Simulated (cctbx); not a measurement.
# What resolution and counting buy: BaScTlTe3

Space group Cmcm (no. 63), a = 4.5380 Å, b = 15.3120 Å, c = 11.6840 Å, α = 90.00°, β = 90.00°, γ = 90.00°.

```csv
atom,mult.,x,y,z,Ueq (Å²)
Tl1,4,1/2,0.0332,3/4,0.0074
Ba1,4,0,0.2545,3/4,0.0094
Te1,4,1/2,0.4309,3/4,0.0083
Te2,8,0,0.3637,0.4339,0.0096
Sc1,4,0,0,1/2,0.0155
```

This is a model crystal, built by substitution and not relaxed, with assumed displacement parameters.

Five simulated data sets (cctbx; Ag Kα, λ = 0.56087 Å; 6 % proportional error) differ in resolution or exposure (noise floor 8 counts in the first three, 8 in the last two). Each is refined with the right model, isotropic at 1.1 Å and anisotropic otherwise. How do the figures of merit and the uncertainties move?

```
d min (Å)  top counts  ⟨I/σ⟩ (unmerged, absences included)  unique  param. (scale apart)   Rint      R1  GooF  largest s.u. xyz (fractional)  s.u. U of Sc1 (Å²)  largest error (Å)
      1.1       70000                                  6.8     200                    10  0.041  0.0132  0.96                        0.00006              0.0006             0.0020
     0.84       70000                                  6.6     428                    22  0.045  0.0148  0.96                        0.00003              0.0007             0.0004
      0.6       70000                                  5.9    1123                    22  0.045  0.0145  0.95                        0.00002              0.0003             0.0004
     0.75         300                                  0.6     588                    22  0.426  0.1005  0.99                        0.00050              0.0126             0.0101
     0.75        3000                                  2.6     588                    22  0.090  0.0328  0.99                        0.00009              0.0023             0.0014
```

The number of reflections grows roughly as 1/d³: 200, 428 and 1123 here. R1 follows the noise rather than the truth: at 300 counts it is 0.1005, at 3000 counts 0.0328, while GooF is 0.99 and 0.99: the weights 1/σ² carry the noise. The s.u. of U (U11 where anisotropic) for Sc1 goes 0.0006, 0.0007, 0.0003 Å² with resolution and 0.0126, 0.0023 Å² with exposure.

Hardware for the 0.6 Å refinement: 0.45 s on 1 thread of Arm Neoverse V2 (shared host), peak memory 0.09 GiB.

[Logs are printed without paths, hosts, clocks, repeated set-up lines and the standing remarks that a program may print on its own settings, such as how far it seeks lower states.]
